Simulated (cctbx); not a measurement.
**Finding the light atoms**

Cell a = 3.6660 Å, b = 3.6660 Å, c = 3.6660 Å, α = 90.00°, β = 90.00°, γ = 90.00°; space group Pm-3m (no. 221); content Yb1 Mg1 H3. The heavier atoms are placed; H is still missing.

The data are simulated with cctbx, not measured: Ag Kα, λ = 0.56087 Å, to d = 0.6 Å, 70 % of the full sphere, strongest reflection 5000 counts, noise from counting, a 2 % proportional error and a noise floor of 8 counts (s.d.); no absorption.

Refinement without H (map in e/Å³):

```text
Rint 0.029, 42 unique reflections to 0.60 A
cycle     R1     wR2    GooF  max shift (A)
   1  0.1975  0.4150  41.446   0.00000
   2  0.0073  0.0153   1.526   0.00000
final R1 0.0073 wR2 0.0153 GooF 1.526  parameters 2  data/parameter 21.0
atom        x        y        z      Ueq    occ   su(xyz)  su(Uiso or U11)
Yb1    0.50000  0.50000  0.50000   0.0047  1.000  0.00000  0.0001
Mg1    0.00000  0.00000  0.00000   0.0095  1.000  0.00000  0.0004
difference map: max 1.18 min -0.35 rms 0.16
Q1    0.0000  0.0000  0.5000    3    1.22  1.83 A from Mg1
Q2    0.0878  0.0878  0.0878    8    0.29  0.56 A from Mg1
Q3    0.0940  0.2599  0.2599   24    0.15  1.39 A from Mg1
Q4    0.1450  0.3741  0.3741   24    0.13  1.46 A from Yb1
Q5    0.3517  0.3517  0.5000   12    0.12  0.77 A from Yb1
Q6    0.2020  0.2020  0.5000   12    0.10  1.55 A from Yb1
Q7    0.5000  0.5000  0.5000    1    0.04  0.00 A from Yb1
Q8    0.1749  0.5000  0.5000    6    0.04  1.19 A from Yb1
```

Simulated single-crystal data (cctbx): neutrons of λ = 0.95 Å, to d = 0.7 Å, 70 % of the full sphere, strongest reflection 5000 counts, noise from counting, a 2 % proportional error and a noise floor of 8 counts (s.d.); no absorption.

Refinement without H (map in fm/Å³; only maxima are listed):

```text
Rint 0.024, 30 unique reflections to 0.71 A
cycle     R1     wR2    GooF  max shift (A)
   1  0.4623  0.7747  84.184   0.00000
   8  0.4453  0.7215  78.404   0.00000
final R1 0.4512 wR2 0.7698 GooF 83.646  parameters 2  data/parameter 15.0
atom        x        y        z      Ueq    occ   su(xyz)  su(Uiso or U11)
Yb1    0.50000  0.50000  0.50000   0.0005  1.000  0.00000  0.0111
Mg1    0.00000  0.00000  0.00000   0.0100  1.000  0.00000  0.0167
difference map: max 79.53 min -46.27 rms 4.86
Q1    0.5000  0.5000  0.5000    1   79.53  0.00 A from Yb1
Q2    0.0000  0.0000  0.0000    1   39.00  0.00 A from Mg1
Q3    0.2214  0.5000  0.5000    6    5.45  1.02 A from Yb1
Q4    0.0000  0.0000  0.2982    6    5.26  1.09 A from Mg1
Q5    0.0000  0.1878  0.1878   12    4.62  0.97 A from Mg1
Q6    0.3428  0.3428  0.3428    8    4.45  1.00 A from Yb1
Q7    0.0000  0.1594  0.5000   12    4.28  1.92 A from Mg1
Q8    0.1200  0.3083  0.3083   24    3.67  1.66 A from Mg1
```

**Question.** Where is H, and which data fix it better?

H sits at (1/2, 0, 0). Adding it takes R1 from 0.007 to 0.004 with X-rays and from 0.451 to 0.004 with neutrons. Symmetry fixes its coordinates; the s.u. of its U is 0.0124 Å² with X-rays and 0.0001 Å² with neutrons. In the X-ray map Q1 marks it. No listed neutron peak is on it. Natural H has a negative scattering length, so it shows as a hole in the neutron map (minimum -46.3), not among the maxima.

Final neutron refinement:

```text
Rint 0.024, 30 unique reflections to 0.71 A
cycle     R1     wR2    GooF  max shift (A)
   1  0.1720  0.3508  38.817   0.00000
   2  0.0041  0.0088   0.970   0.00000
final R1 0.0041 wR2 0.0087 GooF 0.966  parameters 3  data/parameter 10.0
atom        x        y        z      Ueq    occ   su(xyz)  su(Uiso or U11)
Yb1    0.50000  0.50000  0.50000   0.0049  1.000  0.00000  0.0001
Mg1    0.00000  0.00000  0.00000   0.0094  1.000  0.00000  0.0001
H1     0.50000  0.00000  0.00000   0.0206  1.000  0.00000  0.0001
difference map: max 0.17 min -0.15 rms 0.05
Q1    0.3323  0.5000  0.5000    6    0.17  0.61 A from Yb1
Q2    0.1293  0.3516  0.3516   24    0.14  1.48 A from H1
Q3    0.0000  0.0000  0.0000    1    0.13  0.00 A from Mg1
Q4    0.1526  0.1526  0.1526    8    0.13  0.97 A from Mg1
Q5    0.0000  0.1786  0.5000   12    0.12  0.65 A from H1
Q6    0.0000  0.0000  0.3270    6    0.09  0.63 A from H1
```

The model is made up (kin elements in a known structure type, no relaxation), so it says nothing on whether the phase exists.

[Middle refinement cycles are left out of these outputs.]

[Logs are printed without paths, hosts, clocks, repeated set-up lines and the standing remarks that a program may print on its own settings, such as how far it seeks lower states.]
